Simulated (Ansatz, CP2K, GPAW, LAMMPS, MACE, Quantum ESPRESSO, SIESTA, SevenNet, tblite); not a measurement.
# Running liquid Ge at 2600 K (66 atoms) with CP2K, part 3 of 3

Aim: run liquid Ge at 2600 K (66 atoms) in CP2K and see how near its forces come to a plane-wave reference, and at what cost.

Program: CP2K 2026.2; the method stands at each step. Banners, paths, timers and routine set-up lines are dropped from the logs unmarked, and long logs keep their key lines alone; longer cuts are marked.

So far. Step 7 (PBE, DZVP-UZH, 122/50 Ry, diagonalisation): Against the first run (4.2 %), the force difference from the reference is 4.2 %, at 0.65 times the CPU time: the change moves forces by 0.77 meV/Å r.m.s., so most of the difference comes from elsewhere. Step 8 (RPBE, PBE potentials, DZVP-UZH, 350/50 Ry …): Against the first run (4.2 %), the force difference from the reference is 4.4 %, at 1.00 times the CPU time; the model has changed, so this is no error of the program alone.

## Step 9: PBE, DZVP-UZH, 350/70 Ry, diagonalisation

Method: Kohn-Sham DFT, PBE, GTH-PBE pseudopotentials, Gaussian and plane waves, DZVP-MOLOPT (UZH set), diagonalisation.

Input file input.inp:

```
&GLOBAL
  PROJECT cell
  RUN_TYPE ENERGY_FORCE
  PRINT_LEVEL LOW
&END GLOBAL
&FORCE_EVAL
  METHOD QS
  STRESS_TENSOR ANALYTICAL
  &DFT
    BASIS_SET_FILE_NAME BASIS_MOLOPT_UZH
    POTENTIAL_FILE_NAME POTENTIAL_UZH
    &MGRID
      CUTOFF 350
      REL_CUTOFF 70
    &END MGRID
    &QS
      EPS_DEFAULT 1.0E-12
    &END QS
    &SCF
      SCF_GUESS ATOMIC
      EPS_SCF 5.0E-06
      MAX_SCF 200
      ADDED_MOS 29
      &DIAGONALIZATION
        ALGORITHM STANDARD
      &END DIAGONALIZATION
      &SMEAR ON
        METHOD FERMI_DIRAC
        ELECTRONIC_TEMPERATURE [K] 580
      &END SMEAR
      &MIXING
        METHOD BROYDEN_MIXING
        ALPHA 0.15
        NBROYDEN 12
      &END MIXING
      &PRINT
        &RESTART OFF
        &END RESTART
      &END PRINT
    &END SCF
    &XC
      &XC_FUNCTIONAL PBE
      &END XC_FUNCTIONAL
    &END XC
    &PRINT
      &MULLIKEN ON
      &END MULLIKEN
      &HIRSHFELD ON
        SHAPE_FUNCTION DENSITY
      &END HIRSHFELD
      &MO ON
        EIGENVALUES T
        OCCUPATION_NUMBERS T
        MO_INDEX_RANGE 121 144
        &EACH
          QS_SCF 0
        &END EACH
        ADD_LAST NUMERIC
      &END MO
    &END PRINT
  &END DFT
  &SUBSYS
    &CELL
      A 11.47290 0.00000 0.00000
      B 0.00000 11.47290 0.00000
      C 0.00000 0.00000 11.47290
    &END CELL
    &COORD
[... 66 atom lines left out: the same atoms as in the first run ...]
    &END COORD
    &KIND Ge
      BASIS_SET DZVP-MOLOPT-PBE-GTH-q4
      POTENTIAL GTH-PBE-q4
    &END KIND
  &END SUBSYS
  &PRINT
    &FORCES ON
    &END FORCES
    &STRESS_TENSOR ON
    &END STRESS_TENSOR
  &END PRINT
&END FORCE_EVAL
```

Launch:

```
> OMP_NUM_THREADS=2 cp2k.psmp -i input.inp > output.txt
```

Numbers of over 12 decimals in the logs are rounded to 6 here.

Log:

```text
CP2K| version string:                                       CP2K version 2026.2
 CP2K| Input file name                                                 input.inp
 GLOBAL| Basis set file name                                    BASIS_MOLOPT_UZH
 GLOBAL| Potential file name                                       POTENTIAL_UZH
[... lines left out ...]
 Number of electrons:                                                        264
[... lines left out ...]
  Step     Update method      Time    Convergence         Total energy    Change
[... lines left out ...]
  *** SCF run converged in    16 steps ***
[... lines left out ...]
  Fermi energy:                                                 0.156800
  Total energy:                                              -258.161041
  Total energy (extrapolated to T->0):                       -258.156512
[... lines left out ...]
 MO| E(Fermi):            0.156800 a.u.          4.266741 eV
[... lines left out ...]
 ENERGY| Total FORCE_EVAL ( QS ) energy [hartree]           -258.161063
[... lines left out ...]
 FORCES|      1  1.58620828E-02  2.58520126E-02  3.67307132E-02   4.76348351E-02
 FORCES|      2  1.12088796E-02  1.44294994E-03  5.89470963E-03   1.27463206E-02
 FORCES|      3  1.08277794E-02 -6.27841481E-03  2.55262036E-02   2.84296741E-02
[...]
FORCES|     65 -1.80926430E-02 -1.43546950E-02 -3.58604733E-02   4.26541270E-02
 FORCES|     66 -6.72439800E-03 -6.98136390E-03  1.06292585E-02   1.43853434E-02
 FORCES| Sum    -2.45568975E-08  1.61902333E-07 -4.99871577E-09
 FORCES| Total atomic force                                       1.63830382E-07
 STRESS| Analytical stress tensor [bar]
 STRESS|                        x                   y                   z
 STRESS|      x        6.15738543562E+04  -1.69879269141E+03   3.25948186780E+03
 STRESS|      y       -1.69879269141E+03   4.16569179246E+04   1.15249358380E+04
 STRESS|      z        3.25948186780E+03   1.15249358380E+04   5.81366859531E+04
 STRESS| 1/3 Trace                                             5.37891527446E+04
```

Wall time 1.9 min (2 threads of Arm Neoverse V1, shared host); peak memory 2.2 GiB; 3.4 min of CPU time.

Compared with the plane-wave run:

```yaml
r_m_s_force_component: 0.8937 eV/Å
r_m_s_difference_of_force_components: 38.02 meV/Å
longest_difference_of_force_vectors: 130.6 meV/Å
force_difference_over_r_m_s_force: 4.231 %
slope_of_forces_against_the_reference_s: 0.9938
correlation_of_force_components: 0.9991
pressure: 5.379 GPa
pressure_difference: 0.9149 GPa
energy_less_the_same_level_run_s: 0 meV/atom
r_m_s_force_difference_from_the_same_level_run: 0 meV/Å
```

Against the first run (4.2 %), the force difference from the reference is 4.2 %, at 1.3 times the CPU time: the change moves forces by under 0.01 meV/Å r.m.s., so most of the difference comes from elsewhere.

## Step 10: r2SCAN, SCAN potentials, DZVP-UZH(SCAN), 600/50 Ry, diagonalisation

Method: Kohn-Sham DFT, r2SCAN, GTH-SCAN pseudopotentials, Gaussian and plane waves, DZVP-MOLOPT (UZH set), diagonalisation.

input.inp: that of step 9 with these lines changed.

```diff
@@ -12,4 +12,5 @@
     &MGRID
-      CUTOFF 350
-      REL_CUTOFF 70
+      CUTOFF 600
+      REL_CUTOFF 50
+      NGRIDS 5
     &END MGRID
@@ -41,3 +42,7 @@
     &XC
-      &XC_FUNCTIONAL PBE
+      &XC_FUNCTIONAL
+        &MGGA_X_R2SCAN
+        &END MGGA_X_R2SCAN
+        &MGGA_C_R2SCAN
+        &END MGGA_C_R2SCAN
       &END XC_FUNCTIONAL
@@ -71,4 +76,4 @@
     &KIND Ge
-      BASIS_SET DZVP-MOLOPT-PBE-GTH-q4
-      POTENTIAL GTH-PBE-q4
+      BASIS_SET DZVP-MOLOPT-SCAN-GTH-q4
+      POTENTIAL GTH-SCAN-q4
     &END KIND
```

Log:

```text
CP2K| version string:                                       CP2K version 2026.2
 CP2K| Input file name                                                 input.inp
 GLOBAL| Basis set file name                                    BASIS_MOLOPT_UZH
 GLOBAL| Potential file name                                       POTENTIAL_UZH
[... lines left out ...]
 Number of electrons:                                                        264
[... lines left out ...]
  Step     Update method      Time    Convergence         Total energy    Change
[... lines left out ...]
  *** SCF run converged in    17 steps ***
[... lines left out ...]
  Fermi energy:                                                 0.147282
  Total energy:                                              -260.399154
  Total energy (extrapolated to T->0):                       -260.395064
[... lines left out ...]
 MO| E(Fermi):            0.147282 a.u.          4.007742 eV
[... lines left out ...]
 ENERGY| Total FORCE_EVAL ( QS ) energy [hartree]           -260.399132
[... lines left out ...]
 FORCES|      1  1.89927607E-02  1.98483083E-02  2.81798396E-02   3.93545889E-02
 FORCES|      2  5.38633346E-03 -4.34467520E-04  4.16421518E-03   6.82217254E-03
 FORCES|      3  1.08702366E-02 -5.12232325E-03  2.70246766E-02   2.95758919E-02
[...]
FORCES|     65 -1.53367650E-02 -1.01055499E-02 -2.84629721E-02   3.38744636E-02
 FORCES|     66 -2.75897949E-03 -1.31452194E-02  1.61091362E-03   1.35278898E-02
 FORCES| Sum     2.48227485E-05 -4.58533803E-05  7.94857751E-06
 FORCES| Total atomic force                                       5.27435419E-05
 STRESS| Analytical stress tensor [bar]
 STRESS|                        x                   y                   z
 STRESS|      x       -9.64852580889E+02  -1.68484064091E+03   2.03195641892E+03
 STRESS|      y       -1.68484064091E+03  -1.66350797052E+04   1.12891526333E+04
 STRESS|      z        2.03195641892E+03   1.12891526333E+04   3.22032115664E+03
 STRESS| 1/3 Trace                                            -4.79320370981E+03
```

It took 4.6 min on 2 threads; peak memory 4.8 GiB; 8.6 min of CPU time.

Numbers from this run, and their distance from the reference:

| Property | Result |
| --- | --- |
| r.m.s. force component | 0.7964 eV/Å |
| r.m.s. difference of force components | 239.1 meV/Å |
| longest difference of force vectors | 809.2 meV/Å |
| force difference over r.m.s. force | 26.61 % |
| slope of forces against the reference's | 0.8574 |
| correlation of force components | 0.9673 |
| pressure | -0.4793 GPa |
| pressure difference | -4.943 GPa |

Against the first run (4.2 %), the force difference from the reference is 27 %, at 3.3 times the CPU time; the model has changed, so this is no error of the program alone.

## Step 11: Side by side

Differences are against the plane-wave reference, forces as r.m.s. over components; share is that over the reference's r.m.s. force, slope the least-squares factor from reference forces to these. Total energies of different programs have different zeros and aren't compared.

| run | Δ force, r.m.s. (meV/Å) | share (%) | slope | Δ pressure (GPa) | cores | CPU time | memory (GiB) |
| --- | --- | --- | --- | --- | --- | --- | --- |
| reference | - | - | - | - | 4 | 17 min | 4.6 |
| CP2K PBE, DZVP-UZH, 350/50 Ry, diagonalisation | 38.0 | 4.23 | 0.994 | 0.915 | 2 | 2.6 min | 2.2 |
| CP2K PBE, TZVP-UZH, 350/50 Ry, diagonalisation | 34.2 | 3.81 | 1.001 | 0.696 | 4 | 3 min | 3.9 |
| CP2K PBE, TZV2P-UZH, 350/50 Ry, diagonalisation | 22.5 | 2.51 | 0.996 | 0.620 | 4 | 7.9 min | 5.0 |
| CP2K PBE, DZVP-UZH, 175/50 Ry, diagonalisation (coarse) | 38 | 4.23 | 0.994 | 0.915 | 2 | 1.9 min | 1.1 |
| CP2K PBE+D3(BJ), DZVP-UZH, 350/50 Ry, diagonalisation | 102 | 11.4 | 0.957 | -0.362 | 2 | 2.7 min | 2.2 |
| CP2K PBE, DZVP-UZH, 122/50 Ry, diagonalisation (coarse) | 37.9 | 4.22 | 0.994 | 0.915 | 2 | 1.7 min | 0.79 |
| CP2K RPBE, PBE potentials, DZVP-UZH, 350/50 Ry, diagonalisation | 39.7 | 4.42 | 0.990 | 1.29 | 2 | 2.6 min | 2.2 |
| CP2K PBE, DZVP-UZH, 350/70 Ry, diagonalisation | 38.0 | 4.23 | 0.994 | 0.915 | 2 | 3.4 min | 2.2 |
| CP2K r2SCAN, SCAN potentials, DZVP-UZH(SCAN), 600/50 Ry, diagonalisation | 239 | 26.6 | 0.857 | -4.94 | 2 | 8.6 min | 4.8 |

Rows marked coarse were listed beforehand as settings not expected to be converged; some can still land near the reference.

CPU time is summed over cores on a shared host, where runs went side by side, so it is rough. Symmetry, cutoffs, thresholds, outputs and thread counts weren't matched or tuned between programs; memory under MPI is the largest rank's times the ranks.

Within one program, basis, potentials and functional, energies share a zero. Each run against its twin at the usual cutoff or grid and solver:

| run | twin | Δ energy (meV/atom) | Δ force, r.m.s. (meV/Å) | CPU time over the twin's |
| --- | --- | --- | --- | --- |
| CP2K PBE, DZVP-UZH, 175/50 Ry, diagonalisation | DZVP-UZH, 350/50 Ry, diagonalisation | 6.0e-4 | 0.128 | 0.75 |
| CP2K PBE, DZVP-UZH, 122/50 Ry, diagonalisation | DZVP-UZH, 350/50 Ry, diagonalisation | 0.0092 | 0.773 | 0.65 |
| CP2K PBE, DZVP-UZH, 350/70 Ry, diagonalisation | DZVP-UZH, 350/50 Ry, diagonalisation | 0 | 0 | 1.3 |

Further runs of this program without a result: CP2K GFN1-xTB, diagonalisation (not converged).

## Step 12: Outcome

```
nearest in forces : CP2K PBE, TZV2P-UZH, 350/50 Ry, diagonalisation, 2.5 %
its CPU time      : 7.9 min
```

**Reading.** The PBE runs in local orbitals, coarse settings apart, differ by 2.5 % (CP2K PBE, TZV2P-UZH, 350/50 Ry, diagonalisation) to 4.2 % (CP2K PBE, DZVP-UZH, 350/50 Ry, diagonalisation); basis, grid and potentials can all enter. Rows with another functional or a dispersion term differ by 4.4 % (CP2K RPBE, PBE potentials, DZVP-UZH, 350/50 Ry, diagonalisation) to 27 % (CP2K r2SCAN, SCAN potentials, DZVP-UZH(SCAN), 600/50 Ry, diagonalisation), which mixes the change of model with differences of basis and potentials, some of them made for another functional. Runs with settings chosen to be coarse differ by 4.2 % in each run, their programs' other errors included. Of the electronic-structure runs that take under half the reference's CPU time, CP2K PBE, TZV2P-UZH, 350/50 Ry, diagonalisation comes nearest, at 2.5 % in 7.9 min against 17 min. The potentials hold different valence shells: 924 electrons in the reference, 264 in CP2K with TZV2P-UZH; this bears on time and differences. The reference's pressure holds the uncorrected Pulay stress of its 45 Ry basis, so small pressure differences, and their order, may be the reference's own error. The frame stands for 2600 K, but pressures are static and levels are smeared at 580 K, under the temperature of the frame, which matters where levels are partly filled. The network of bonds at the start is that of the classical potential that made the cell, and needn't be the one that DFT or experiment would give. The electronic-structure runs sample only Γ, in a cell whose shortest periodic width is 11 Å, which is coarse for a cell with partly filled levels.

[Also dropped from logs without a mark: logging warnings of Python, and SIESTA's first energy breakdown and zero terms.]

[Logs are printed without paths, hosts, clocks, repeated set-up lines and the standing remarks that a program may print on its own settings, such as how far it seeks lower states.]

[Hosts, paths, dates, database ids (printed as entryN), source tags and the programs' standing remarks are cut or masked in the printed files.]
